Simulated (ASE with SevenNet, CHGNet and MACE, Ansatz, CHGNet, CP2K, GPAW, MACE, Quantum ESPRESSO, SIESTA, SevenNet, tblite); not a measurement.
# Machine-learned potentials on C(110) slab, H on the bottom face, stepped (108 atoms): settings against a plane-wave reference

Aim: run C(110) slab, H on the bottom face, stepped (108 atoms) in machine-learned potentials and see how near its forces come to a plane-wave reference, and at what cost.

Method: the method is named at each step, in ASE with SevenNet, CHGNet and MACE.

## (1) The structure

The cell holds 108 atoms: 84 C and 24 H. Cell: a = 10.089 Å, b = 10.701 Å, c = 14.673 Å, α = 90.0°, β = 90.0°, γ = 90.0°. It derives from C (diamond-structure). Diamond-structure C (a = 3.567 Å), (110) slab of 4 atomic planes, 4 x 3 surface cells, H on the broken bonds of the bottom face, 10 Å of vacuum; the top repeat layer removed from part of the cell (two steps); displaced by a Gaussian of 0.02 Å. Then every atom was moved at random, 0.03 Å r.m.s. a Cartesian component (hydrogen 0.6 of that). Regions: slab, 84 atoms (84 C); hydrogen, 24 atoms (24 H). Vacuum lies along c.

The yardstick, on the same geometry:

```
method                 : Kohn-Sham DFT, PBE, PAW, plane waves (Ansatz 0.2.0); cutoff 420 eV, Γ point, fermi-dirac smearing of 0.05 eV; PAW set soft_2
r.m.s. force component : 1.588 eV/Å
longest force          : 6.015 eV/Å
SCF cycles             : 14
time                   : 12 s on 8 threads of Arm Neoverse V2, shared host
CPU time               : 84 s
```

## (2) SevenNet l3i5 potential

Method: machine-learned interatomic potential SevenNet l3i5, trained on PBE(+U) plane-wave data.

File run.py:

```python
import numpy as np
from ase.io import read
import mlip  # loads the published weights by name

atoms = read("structure.xyz")
atoms.calc = mlip.calc("7net-l3i5")
energy = atoms.get_potential_energy()
forces = atoms.get_forces()
print(f"energy {energy:.6f} eV")
print("forces (eV/A)")
for i, (a, f) in enumerate(zip(atoms, forces)):
    print(f"{i:4d} {a.symbol:2s} {f[0]:10.5f} {f[1]:10.5f} {f[2]:10.5f}")
```

File structure.xyz:

```xyz
108
Lattice="10.08900 0.00000 0.00000 0.00000 10.70100 0.00000 0.00000 0.00000 14.67336" Properties=species:S:1:pos:R:3 pbc="T T T"
C 8.79720 1.82891 5.90412
C 0.00666 0.87235 5.88475
C 10.04834 0.02301 7.15370
C 8.83110 2.70596 7.15884
C 8.80487 1.72661 8.33315
C 0.01645 0.94640 8.42383
C 10.08718 0.03371 9.66387
C 1.24882 1.76609 5.87756
C 2.52548 0.91825 5.89179
C 2.53244 10.64386 7.16500
C 1.20876 2.68809 7.14754
C 1.26980 1.81446 8.44555
C 2.46383 0.90969 8.41004
C 2.49309 10.67243 9.65316
C 1.26839 2.72950 9.64524
C 8.84947 5.36869 5.91014
C 0.01069 4.44413 5.89238
C 0.05105 3.58387 7.18437
C 8.81022 6.26779 7.15062
C 8.77844 5.35093 8.42207
C 10.05682 4.46531 8.37174
C 10.07790 3.58815 9.61311
C 3.80597 1.77562 5.88402
C 5.02916 0.89995 5.88211
C 5.03310 0.01295 7.18246
C 3.75291 2.70949 7.13521
C 3.77873 1.79830 8.40387
C 5.01686 0.84934 8.39815
C 3.76975 2.69965 9.70848
C 1.24962 5.32696 5.92217
C 2.50631 4.42208 5.88431
C 2.49874 3.60014 7.15458
C 1.25870 6.28438 7.13786
C 1.33064 5.39630 8.44936
C 2.52921 4.46692 8.38494
C 2.53426 3.57959 9.64098
C 1.26022 6.25420 9.67928
C 8.81214 8.91832 5.89898
C 10.06388 8.02896 5.91923
C 0.04177 7.13650 7.14226
C 8.83928 9.82095 7.16265
C 8.82061 8.92870 8.34767
C 10.06398 8.05946 8.34958
C 10.07286 7.09904 9.71729
C 6.31339 1.80590 5.87653
C 7.56403 0.88872 5.88504
C 7.55242 0.00364 7.13786
C 6.31703 2.66498 7.11130
C 6.32923 1.74298 8.39023
C 7.56322 0.81927 8.38260
C 3.77752 5.37704 5.89737
C 5.07103 4.52139 5.86656
C 5.02452 3.56557 7.14167
C 3.84209 6.28256 7.13698
C 3.83271 5.36120 8.45171
C 5.02281 4.48040 8.44745
[... 48 atom lines left out ...]
H 3.76925 9.54272 5.02137
H 5.02856 7.40766 4.96752
H 6.28898 9.54016 5.00083
H 7.57008 7.40338 4.99643
```

Launch:

```bash
OMP_NUM_THREADS=1 python run.py > output.txt
```

The log of the run:

```text
energy -808.001221 eV
forces (eV/A)
   0 C     1.16645   -2.34929    0.20179
   1 C    -1.00928    1.62381    0.80977
   2 C     2.40576   -1.06613   -0.03006
   3 C     0.25331    0.15357    0.70060
   4 C    -0.27883   -1.96366   -0.47060
   5 C    -1.86716   -0.01066    0.53505
   6 C     2.43003   -2.00481   -1.13889
   7 C    -0.00338    0.98850    0.79089
   8 C     0.01621   -0.82851    1.11583
   9 C    -0.88606    2.40071   -0.44047
  10 C     2.75751   -0.36540    0.51614
  11 C    -0.73684   -0.87865   -0.07669
  12 C     1.96426    0.06729    1.20865
  13 C    -0.34103   -2.64305   -0.51137
  14 C    -0.17673    2.70369   -0.51226
  15 C    -0.95214   -0.94713   -0.15985
  16 C    -0.56210    0.64247    0.08802
  17 C    -3.06528   -0.94700   -2.04226
  18 C     1.02437    0.41345    0.95614
  19 C     1.06473   -2.08039   -2.23840
  20 C     0.53921    3.07499    2.41418
  21 C     2.35576   -1.41246   -0.71567
  22 C    -1.08557    0.60442    1.04315
  23 C     0.97911    0.59613    1.29442
[...]
100 H    -0.13025   -0.34631    0.01519
 101 H     0.18712    0.13955   -0.56176
 102 H     0.07866   -0.16889   -0.27213
 103 H     0.18056    0.27627   -0.71535
 104 H     0.03070    0.45053   -0.80935
 105 H    -0.08939    0.48407    0.21098
 106 H     0.14317    0.46032   -1.24229
 107 H     0.00089    0.16344   -0.35270
```

It took 14 s on 1 thread of Arm Neoverse V2, shared host; peak memory 2.4 GiB.

Banners, paths, timers and routine set-up lines are dropped from the logs unmarked, and long logs keep their key lines alone; longer cuts are marked.

Compared with the plane-wave run:

* r.m.s. force component: 1.446 eV/Å
* r.m.s. difference of force components: 646.5 meV/Å
* longest difference of force vectors: 3243 meV/Å
* force difference over r.m.s. force: 40.71 %
* slope of forces against the reference's: 0.8317
* correlation of force components: 0.9134

Length of the force difference by element (eV/Å):

| element | atoms | mean | most |
| --- | --- | --- | --- |
| C | 84 | 1.1 | 3.2 |
| H | 24 | 0.25 | 0.35 |

The surroundings of C84, which bears the longest force among the free atoms, nearest first, numbered as they follow in the input and with coordinates relative to it.

| atom | x | y | z | distance (Å) | bonds | Fx | Fy | Fz (eV/Å) |
| --- | --- | --- | --- | --- | --- | --- | --- | --- |
| C84 | 0.00 | 0.00 | 0.00 | 0.00 | 3 | -1.29 | 6.03 | -1.11 |
| C81 | -0.07 | -0.82 | -1.28 | 1.52 | 4 | 0.30 | -2.81 | 1.83 |
| C42 | 1.19 | 0.96 | -0.06 | 1.53 | 3 | 0.02 | -4.00 | -0.26 |
| C83 | -1.34 | 0.94 | 0.03 | 1.64 | 3 | 0.01 | -4.77 | -1.18 |
| C19 | 1.18 | -1.70 | -1.26 | 2.42 | 4 | 1.02 | 0.41 | 0.96 |
| C43 | 2.43 | 0.09 | -0.06 | 2.44 | 4 | 0.19 | 0.39 | 2.26 |
| C80 | -0.05 | 0.02 | -2.49 | 2.50 | 4 | -0.93 | 2.73 | -0.96 |
| C69 | -1.33 | -1.73 | -1.28 | 2.53 | 4 | -0.81 | 2.04 | 1.26 |
| C41 | 1.21 | 1.85 | -1.25 | 2.54 | 4 | -1.74 | 1.08 | -0.22 |
| C82 | -1.38 | 1.81 | -1.22 | 2.59 | 4 | 1.97 | 2.50 | -0.21 |
| C77 | -2.62 | 0.09 | -0.03 | 2.62 | 3 | 1.05 | 2.35 | -0.32 |

Atoms are counted from 1 here, from 0 in the log.

Forces lie 41 % from the reference's, at 0.16 times its CPU time (on 1 against 8 cores).

The difference per atom is largest on C (1.1 eV/Å on average, against 0.25 on H).

## (3) CHGNet 0.3.0 potential

Method: machine-learned interatomic potential CHGNet 0.3.0, trained on PBE(+U) plane-wave data.

Changes to run.py since step 2:

```diff
@@ -5,3 +5,3 @@
 atoms = read("structure.xyz")
-atoms.calc = mlip.calc("7net-l3i5")
+atoms.calc = mlip.calc("chgnet-0.3.0")
 energy = atoms.get_potential_energy()
```

structure.xyz is that of step 2.

The log of the run:

```text
CHGNet v0.3.0 initialized with 412,525 parameters
CHGNet will run on cpu
energy -813.134094 eV
forces (eV/A)
   0 C     1.12332   -2.26059    0.18051
   1 C    -1.04408    2.08561    1.08017
   2 C     1.56581   -0.20785   -0.19042
   3 C     0.15144   -1.04537    0.72220
   4 C    -0.17497   -1.59199   -0.07507
   5 C    -1.68500   -0.54929    0.94933
   6 C     2.63102   -2.49688   -1.04229
   7 C     0.08411    0.28490    0.59174
   8 C     0.06286    0.20690    1.23331
   9 C    -0.48184    2.18578   -0.75687
  10 C     1.77559   -0.65087    0.12412
  11 C    -0.54520    0.30058    0.37802
  12 C     1.57362   -0.82330    1.51139
  13 C     0.29822   -3.24706   -1.06126
  14 C    -0.50968    2.96556   -0.93439
  15 C    -0.63980   -0.92112   -0.35755
  16 C    -0.38161    0.95464    0.34699
  17 C    -2.25913   -0.22681   -1.84128
  18 C     0.72983   -0.68676    1.19138
  19 C     0.50534   -1.95801   -1.78683
  20 C     0.27780    2.02541    2.61705
  21 C     2.39203   -1.72149   -0.69133
  22 C    -1.10007   -0.34876    1.04816
  23 C     0.91141    0.80397    0.95640
[...]
100 H    -0.07323   -0.00736   -0.20527
 101 H     0.17119   -0.21905   -0.68586
 102 H    -0.01093   -0.02645   -0.19235
 103 H     0.17836    0.01642   -0.63856
 104 H    -0.06571    0.64031   -1.06172
 105 H    -0.08321    0.31154    0.24796
 106 H     0.10310    0.66839   -1.24443
 107 H     0.03347    0.02440   -0.27515
```

Elapsed: 8.1 s, on 1 thread; peak memory 4.8 GiB.

Compared with the plane-wave run:

```
r.m.s. force component                  : 1.322 eV/Å
r.m.s. difference of force components   : 603.1 meV/Å
longest difference of force vectors     : 2460 meV/Å
force difference over r.m.s. force      : 37.97 %
slope of forces against the reference's : 0.7743
correlation of force components         : 0.9303
```

Against the first run (41 %), the force difference from the reference is 38 %, at 0.59 times the CPU time.

The difference per atom is largest on C (1.0 eV/Å on average, against 0.14 on H).

## (4) MACE MPA-0 medium potential

Method: machine-learned interatomic potential MACE MPA-0 medium, trained on PBE(+U) plane-wave data.

Changes to run.py since step 3:

```diff
@@ -5,3 +5,3 @@
 atoms = read("structure.xyz")
-atoms.calc = mlip.calc("chgnet-0.3.0")
+atoms.calc = mlip.calc("mace-mpa-0-medium")
 energy = atoms.get_potential_energy()
```

structure.xyz is that of step 3.

The log of the run:

```text
energy -808.893823 eV
forces (eV/A)
   0 C     1.11244   -1.89816   -0.09859
   1 C    -0.68120    1.70344    1.08861
   2 C     1.48975   -0.85257   -0.46134
   3 C    -0.12429   -0.44510    0.52390
   4 C     0.00782   -1.22940   -0.29340
   5 C    -1.41462   -0.11495    1.19571
   6 C     1.80983   -2.36974   -1.09247
   7 C     0.07866    0.48860    0.91752
   8 C    -0.00476   -0.16955    1.11219
   9 C    -0.59817    1.79028   -0.95336
  10 C     1.62218   -0.03601    0.02098
  11 C    -0.57918   -1.02988   -0.47162
  12 C     1.61518    0.19367    0.96599
  13 C     0.94866   -2.94719   -0.53400
  14 C    -1.38204    2.97325   -0.36968
  15 C    -0.61546   -0.72860   -0.33012
  16 C    -0.24681    0.95518    0.36612
  17 C    -2.06736   -0.65674   -1.81524
  18 C     0.60459   -0.06799    0.68835
  19 C     0.76464   -1.43397   -1.53511
  20 C     0.23374    1.53696    2.57304
  21 C     1.92040   -1.71137   -0.69982
  22 C    -1.09692    0.08014    1.07979
  23 C     0.65819    0.63229    0.75899
[...]
100 H    -0.06743   -0.11469   -0.08111
 101 H     0.18106   -0.08879   -0.53110
 102 H     0.06237   -0.00430   -0.13679
 103 H     0.22808    0.13554   -0.50271
 104 H    -0.04880    0.43609   -0.93128
 105 H    -0.12472    0.32706    0.35762
 106 H     0.09266    0.48257   -1.03784
 107 H     0.02103    0.06150   -0.20547
```

The job ended after 9.3 s (1 thread; peak memory 1.4 GiB).

Against the reference:

| Item | Value |
| --- | --- |
| r.m.s. force component | 1.184 eV/Å |
| r.m.s. difference of force components | 546 meV/Å |
| longest difference of force vectors | 2319 meV/Å |
| force difference over r.m.s. force | 34.38 % |
| slope of forces against the reference's | 0.7187 |
| correlation of force components | 0.9642 |

Against the first run (41 %), the force difference from the reference is 34 %, at 0.68 times the CPU time.

The difference per atom is largest on C (0.97 eV/Å on average, against 0.10 on H).

## (5) The ladder

Differences are against the plane-wave reference, forces as r.m.s. over components; share is that over the reference's r.m.s. force, slope the least-squares factor from reference forces to these. Total energies of different programs have different zeros and aren't compared.

```csv
run,"Δ force, r.m.s. (meV/Å)",share (%),slope,cores,CPU time,memory (GiB)
reference,-,-,-,8,84 s,1.6
SevenNet l3i5 potential,646,40.7,0.832,1,14 s,2.4
CHGNet 0.3.0 potential,603,38.0,0.774,1,8.1 s,4.8
MACE MPA-0 medium potential,546,34.4,0.719,1,9.3 s,1.4
```

Times of the machine-learned potentials are mostly Python's start and the loading of weights.

CPU time is summed over cores on a shared host, where runs went side by side, so it is rough. Symmetry, cutoffs, thresholds, outputs and thread counts weren't matched or tuned between programs; memory under MPI is the largest rank's times the ranks.

## (6) What came out

```json
{
  "nearest in forces": "MACE MPA-0 medium potential, 34 %",
  "its CPU time": "9.3 s"
}
```

**Reading.** Machine-learned potentials differ by 34 % (MACE MPA-0 medium potential) to 41 % (SevenNet l3i5 potential); they were trained on other programs' data. Among those trained on PBE data the slope goes as low as 0.72, which softening far from their training structures can give, though the reference's k-sampling is untested too. Machine-learned potentials mimic data converged in k, so the reference's own k-point error enters their differences. The runs have no spin polarisation, so any moments at edges, vacancies or dangling bonds can't form. The electronic-structure runs sample only Γ, in a cell whose shortest periodic width is 10 Å, which is coarse for a cell with partly filled levels.

[Also dropped from logs without a mark: logging warnings of Python, and SIESTA's first energy breakdown and zero terms.]

[Logs are printed without paths, hosts, clocks, repeated set-up lines and the standing remarks that a program may print on its own settings, such as how far it seeks lower states.]

[Hosts, paths, dates, database ids (printed as entryN), source tags and the programs' standing remarks are cut or masked in the printed files.]
